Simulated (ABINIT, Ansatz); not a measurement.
**Cs2NaAlH6 (Fm-3m): G0W0 with ABINIT, start to end**

Wanted: ground state, empty states, screening and self-energy for Cs2NaAlH6 (Fm-3m).

Main program and level: ABINIT 10.8.3; LDA and many-body steps on it, plane waves.

### Step 1. Starting point

It takes space group Fm-3m (No. 225, cubic). Conventional cell: a = 8.626 Å, b = 8.626 Å, c = 8.626 Å, α = 90.00°, β = 90.00°, γ = 90.00°. Nearest to Cs lie 12 H at 3.07 Å. Na has 6 H at 2.51 Å nearest. Nearest to Al lie 6 H at 1.80 Å. Nearest to H lie 1 Al at 1.80 Å and 1 Na at 2.51 Å and 4 H at 2.55 Å and 4 Cs at 3.07 Å. Farther neighbours are not listed.

As a file:

```cif
data_structure
_symmetry_space_group_name_H-M 'P 1'
_symmetry_Int_Tables_number 1
_cell_length_a 6.0994
_cell_length_b 6.0994
_cell_length_c 6.0994
_cell_angle_alpha 60.000
_cell_angle_beta 60.000
_cell_angle_gamma 60.000
_cell_volume 160.46
loop_
_atom_site_label
_atom_site_type_symbol
_atom_site_fract_x
_atom_site_fract_y
_atom_site_fract_z
_atom_site_occupancy
Cs1 Cs 0.25000 0.25000 0.25000 1
Cs2 Cs 0.75000 0.75000 0.75000 1
Na3 Na 0.50000 0.50000 0.50000 1
Al4 Al 0.00000 0.00000 0.00000 1
H5 H 0.20876 0.79124 0.79124 1
H6 H 0.20876 0.79124 0.20876 1
H7 H 0.79124 0.20875 0.79124 1
H8 H 0.79124 0.79124 0.20876 1
H9 H 0.20876 0.20875 0.79124 1
H10 H 0.79124 0.20875 0.20876 1
```

The cell and positions are those that the Materials Project relaxed with its own functionals (PBE, PBE+U or r2SCAN), kept fixed. Spin-orbit coupling is left out unless a step names it.

### Step 2. Ground state

This step: ABINIT 10.8.3; DFT, LDA, plane waves, norm-conserving pseudopotentials.

The ground-state density comes first.

run.abi

```
acell 3*1.0 Angstrom
rprim 
  -0.000000000000 4.312959000000 4.312959000000
  4.312959000000 -0.000000000000 4.312959000000
  4.312959000000 4.312959000000 -0.000000000000
ntypat 4
znucl 55 11 13 1
natom 10
typat 1 1 2 3 4 4 4 4 4 4
xred 
  0.250000000000 0.250000000000 0.250000000000
  0.750000000000 0.750000000000 0.750000000000
  0.500000000000 0.500000000000 0.500000000000
  -0.000000000000 -0.000000000000 0.000000000000
  0.208755000000 0.791245000000 0.791245000000
  0.208755000000 0.791245000000 0.208755000000
  0.791245000000 0.208755000000 0.791245000000
  0.791245000000 0.791245000000 0.208755000000
  0.208755000000 0.208755000000 0.791245000000
  0.791245000000 0.208755000000 0.208755000000
pp_dirpath "pseudos"
pseudos "Cs.upf, Na.upf, Al.upf, H.upf"
ecut 38
ngkpt 4 4 4
nshiftk 1
shiftk 0 0 0
kptopt 1
chksymbreak 0
nband 27
occopt 1
tolvrs 1e-10
nstep 60
prtwf 0
optforces 0
optstress 0
indata_prefix "in"
outdata_prefix "out"
tmpdata_prefix "tmp"
```

The run is started by

```console
$ OMP_NUM_THREADS=1 mpirun -n 4 abinit run.abi > log
```

Numbers of over 12 decimals in the logs are rounded to 6 here.

The program printed:

```text
.Version 10.8.3 of ABINIT. v10.8.2 released Aug 2026.

 Symmetries : space group Fm -3 m (#225); Bravais cF (face-center cubic)
================================================================================
 Values of the parameters that define the memory need of the present run
     intxc =       0    ionmov =       0      iscf =       7    lmnmax =       8
     lnmax =       8     mgfft =      64  mpssoang =       4    mqgrid =    3001
     natom =      10  nloc_mem =       1    nspden =       1   nspinor =       1
    nsppol =       1      nsym =      48    n1xccc =    2501    ntypat =       4
    occopt =       1   xclevel =       1
-    mband =          27        mffmem =           1         mkmem =           2
       mpw =       12180          nfft =      262144          nkpt =           8
================================================================================
  Rough estimation (10% accuracy) of disk space for files :
================================================================================

--------------------------------------------------------------------------------
------------- Echo of variables that govern the present computation ------------
--------------------------------------------------------------------------------
 -outvars: echo values of preprocessed input variables --------
            acell      1.8897261259E+00  1.8897261259E+00  1.8897261259E+00 Bohr

      chksymbreak           0
             ecut      3.80000000E+01 Hartree
-          fftalg         312

              ixc       -1012
              kpt      0.00000000E+00  0.00000000E+00  0.00000000E+00
                       2.50000000E-01  0.00000000E+00  0.00000000E+00
                       5.00000000E-01  0.00000000E+00  0.00000000E+00
                       2.50000000E-01  2.50000000E-01  0.00000000E+00
                       5.00000000E-01  2.50000000E-01  0.00000000E+00
                      -2.50000000E-01  2.50000000E-01  0.00000000E+00
                       5.00000000E-01  5.00000000E-01  0.00000000E+00
                      -2.50000000E-01  5.00000000E-01  2.50000000E-01
         kptrlatt        4    0    0      0    4    0      0    0    4
          kptrlen      4.61051231E+01
P           mkmem           2
            natom          10
            nband          27
            ngfft          64      64      64
             nkpt           8
            nstep          60
             nsym          48
           ntypat           4
              occ      2.000000  2.000000  2.000000  2.000000  2.000000  2.000000
                       2.000000  2.000000  2.000000  2.000000  2.000000  2.000000
                       2.000000  2.000000  2.000000  2.000000  2.000000  2.000000
                       0.000000  0.000000  0.000000  0.000000  0.000000  0.000000
                       0.000000  0.000000  0.000000
        optforces           0
        optstress           0
            prtwf           0
            rprim     -0.0000000000E+00  4.3129590000E+00  4.3129590000E+00
                       4.3129590000E+00 -0.0000000000E+00  4.3129590000E+00
                       4.3129590000E+00  4.3129590000E+00 -0.0000000000E+00
          spgroup         225

           tolvrs      1.00000000E-10

             xred      2.5000000000E-01  2.5000000000E-01  2.5000000000E-01
[...]
znucl       55.00000   11.00000   13.00000    1.00000

================================================================================

 chkinp: Checking input parameters for consistency.

================================================================================
== DATASET  1 ==================================================================
-   mpi_nproc: 4, omp_nthreads: 1 (-1 if OMP is not activated)

--- !DatasetInfo
iteration_state: {dtset: 1, }
dimensions: {natom: 10, nkpt: 8, mband: 27, nsppol: 1, nspinor: 1, nspden: 1, mpw: 12180, }
cutoff_energies: {ecut:  38.0, pawecutdg:  -1.0, }
electrons: {nelect:   3.60000000E+01, charge:   0.00000000E+00, occopt:   1.00000000E+00, tsmear:   1.00000000E-02, }

 Real(R)+Recip(G) space primitive vectors, cartesian coordinates (Bohr,Bohr^-1):
 R(1)=  0.0000000  8.1503113  8.1503113  G(1)= -0.0613473  0.0613474  0.0613474
 R(2)=  8.1503113  0.0000000  8.1503113  G(2)=  0.0613474 -0.0613473  0.0613474
 R(3)=  8.1503113  8.1503113  0.0000000  G(3)=  0.0613474  0.0613474 -0.0613473
 Unit cell volume ucvol=  1.0828108E+03 bohr^3
 Angles (23,13,12)=  6.00000000E+01  6.00000000E+01  6.00000000E+01 degrees

 getcut: wavevector=  0.0000  0.0000  0.0000  ngfft=  64  64  64
         ecut(hartree)=     38.000   => boxcut(ratio)=   2.00094

--- Pseudopotential description ------------------------------------------------
- Cs Generated using ONCVPSP code by D. R. Hamann
- 55.00000   9.00000  201201                  znucl, zion, pspdat
12 -1012 3 -1 2328                            pspcod,pspxc,lmax,lloc,mmax
     nproj     2     2     2     2
  pspatm : epsatm=   21.68725381
         --- l  ekb(1:nproj) -->
[...]
pspatm: atomic psp has been read  and splines computed

- Na Generated using ONCVPSP code by D. R. Hamann
- 11.00000   9.00000  180309                  znucl, zion, pspdat
12 -1012 1 -1 1968                            pspcod,pspxc,lmax,lloc,mmax
     nproj     2     2     0     0
  pspatm : epsatm=    9.37365322
[...]
nproj     2     2     2     0
  pspatm : epsatm=    0.57439143
         --- l  ekb(1:nproj) -->
[...]
pspatm: atomic psp has been read  and splines computed

- H Generated using ONCVPSP code by D. R. Hamann
-  1.00000   1.00000  180309                  znucl, zion, pspdat
12 -1012 1 -1 1180                            pspcod,pspxc,lmax,lloc,mmax
     nproj     2     1     0     0
  pspatm : epsatm=    0.35439867
         --- l  ekb(1:nproj) -->
[...]
1   -0.275071
 pspatm: atomic psp has been read  and splines computed

   1.99616199E+03                                ecore*ucvol(ha*bohr**3)
--------------------------------------------------------------------------------

_setup2: Arith. and geom. avg. npw (full set) are   12116.672   12116.645

================================================================================

--- !BeginCycle
iteration_state: {dtset: 1, }
solver: {iscf: 7, nstep: 60, nline: 4, wfoptalg: 0, }
tolerances: {tolvrs: 1.00E-10, }

     iter   Etot(hartree)      deltaE(h)  residm     vres2
 ETOT  1  -98.245599802149    -9.825E+01 2.406E-01 1.375E+03
 ETOT  2  -98.404326472400    -1.587E-01 1.178E-02 3.702E+01
 ETOT  3  -98.405987022299    -1.661E-03 7.032E-04 1.876E+00
 ETOT  4  -98.406137025934    -1.500E-04 3.705E-04 2.229E-01
 ETOT  5  -98.406162537784    -2.551E-05 1.026E-04 1.301E-02
 ETOT  6  -98.406163493887    -9.561E-07 8.831E-05 1.223E-03
 ETOT  7  -98.406163587030    -9.314E-08 2.335E-05 3.200E-05
 ETOT  8  -98.406163593563    -6.533E-09 1.976E-05 7.033E-06
 ETOT  9  -98.406163594692    -1.129E-09 1.227E-05 1.060E-07
 ETOT 10  -98.406163594754    -6.213E-11 1.237E-05 1.939E-08
 ETOT 11  -98.406163594781    -2.709E-11 1.202E-05 3.532E-09
 ETOT 12  -98.406163594785    -3.908E-12 1.203E-05 1.130E-11

 At SCF step   12       vres2   =  1.13E-11 < tolvrs=  1.00E-10 =>converged.

--- !ResultsGS
iteration_state: {dtset: 1, }
comment   : Summary of ground state results
lattice_vectors:
- [ -0.0000000,   8.1503113,   8.1503113, ]
- [  8.1503113,  -0.0000000,   8.1503113, ]
- [  8.1503113,   8.1503113,  -0.0000000, ]
lattice_lengths: [  11.52628,   11.52628,   11.52628, ]
lattice_angles: [ 60.000,  60.000,  60.000, ] # degrees, (23, 13, 12)
lattice_volume:   1.0828108E+03
convergence: {deltae: -3.908E-12, res2:  1.130E-11, residm:  1.203E-05, diffor:  0.000E+00, }
etotal    :  -9.84061636E+01
entropy   :   0.00000000E+00
fermie    :   7.30348660E-02
cartesian_stress_tensor: null
pressure_GPa: null
xred      :
- [  2.5000E-01,   2.5000E-01,   2.5000E-01, Cs]
- [  7.5000E-01,   7.5000E-01,   7.5000E-01, Cs]
- [  5.0000E-01,   5.0000E-01,   5.0000E-01, Na]
- [  0.0000E+00,   0.0000E+00,   0.0000E+00, Al]
- [  2.0875E-01,   7.9125E-01,   7.9124E-01,  H]
- [  2.0875E-01,   7.9125E-01,   2.0875E-01,  H]
- [  7.9125E-01,   2.0875E-01,   7.9125E-01,  H]
- [  7.9124E-01,   7.9125E-01,   2.0875E-01,  H]
- [  2.0875E-01,   2.0876E-01,   7.9124E-01,  H]
- [  7.9124E-01,   2.0876E-01,   2.0875E-01,  H]
cartesian_forces: null
force_length_stats: {min: null, max: null, mean: null, }

 Integrated electronic density in atomic spheres:
 ------------------------------------------------
 Atom  Sphere_radius  Integrated_density
[...]
================================================================================

 ----iterations are completed or convergence reached----

 Mean square residual over all n,k,spin=   62.161E-09; max=  12.027E-06
 reduced coordinates (array xred) for   10 atoms
[...]
0.791245000000      0.208755000000      0.791245000000
       0.791245000000      0.791245000000      0.208755000000
       0.208755000000      0.208755000000      0.791245000000
       0.791245000000      0.208755000000      0.208755000000
 rms dE/dt=  0.0000E+00; max dE/dt=  0.0000E+00; dE/dt below (all hartree)
    1       0.000000000000      0.000000000000      0.000000000000
    2       0.000000000000      0.000000000000      0.000000000000
    3       0.000000000000      0.000000000000      0.000000000000
    4       0.000000000000      0.000000000000      0.000000000000
    5       0.000000000000      0.000000000000      0.000000000000
    6       0.000000000000      0.000000000000      0.000000000000
    7       0.000000000000      0.000000000000      0.000000000000
    8       0.000000000000      0.000000000000      0.000000000000
    9       0.000000000000      0.000000000000      0.000000000000
   10       0.000000000000      0.000000000000      0.000000000000

 cartesian coordinates (angstrom) at end:
[...]
6      4.312959     1.800704     4.312959
    7      4.312959     6.825214     4.312959
    8      4.312959     4.312959     6.825214
    9      4.312959     4.312959     1.800704
   10      1.800704     4.312959     4.312959
 length scales=  1.889726125908  1.889726125908  1.889726125908 bohr
              =  1.000000000000  1.000000000000  1.000000000000 angstroms
 prteigrs : about to open file out_EIG
 Fermi (or HOMO) energy (hartree) =   0.07303   Average Vxc (hartree)=  -0.32248
 Eigenvalues (hartree) for nkpt=   8  k points:
 kpt#   1, nband= 27, wtk=  0.01563, kpt=  0.0000  0.0000  0.0000 (reduced coord)
  -1.79708   -0.78655   -0.78655   -0.78655   -0.68261   -0.67726   -0.20635   -0.20635
  -0.20635   -0.18909   -0.18909   -0.18909   -0.13952   -0.01663   -0.01663   -0.01663
   0.05597    0.05597    0.13758    0.27723    0.27723    0.27723    0.30943    0.30943
   0.33025    0.33025    0.33025
 prteigrs : prtvol=0 or 1, do not print more k-points.

--- !EnergyTerms
iteration_state     : {dtset: 1, }
comment             : Components of total free energy in Hartree
kinetic             :  4.21676573315665E+01
hartree             :  2.54022891763758E+01
xc                  : -2.35952436289453E+01
Ewald energy        : -5.96551307868545E+01
psp_core            :  1.84350022871705E+00
local_psp           : -7.63463688524202E+01
non_local_psp       : -8.22286706322452E+00
total_energy        : -9.84061635947850E+01
total_energy_eV     : -2.67776812656289E+03
band_energy         : -1.34824932566498E+01

== END DATASET(S) ==============================================================
================================================================================

 -outvars: echo values of variables after computation  --------
           etotal     -9.8406163595E+01
            nband          27
             nkpt           8
          spgroup         225
 [... the other variables as echoed above ...]

 Calculation completed.
```

Run time: 59 s. Hardware: 4 MPI ranks of Arm Neoverse N1, shared host; peak memory 0.53 GiB.

This step gave:

- total energy: -2677.7681 eV
- gap: 1.756 eV
- k of the valence top: 0.5, 0.5, 0
- k of the conduction bottom: 0, 0, 0
- least direct gap: 2.221 eV

The gap is indirect, with the least direct gap 0.46 eV higher.

[end of part 1 of 3]

[Paths, hosts, dates, memory and timing lines, banners, echoed tables and standing remarks are left out of the program output.]

[Logs are printed without paths, hosts, clocks, repeated set-up lines and the standing remarks that a program may print on its own settings, such as how far it seeks lower states.]

[Runs of the session that timed out or met a known fault of the program may be left out.]

[Hosts, paths, dates, database ids (printed as entryN), source tags and the programs' standing remarks are cut or masked in the printed files.]

[G0W0 gaps are taken among the corrected bands and points alone; a level outside them can change the order at an edge.]

[Where Ansatz stands beside ABINIT at settings called matched, ABINIT's density can come from a denser mesh and the files from another edition; pairs whose starting gaps differed by over 0.03 eV were left out, so agreement reads better than it is.]
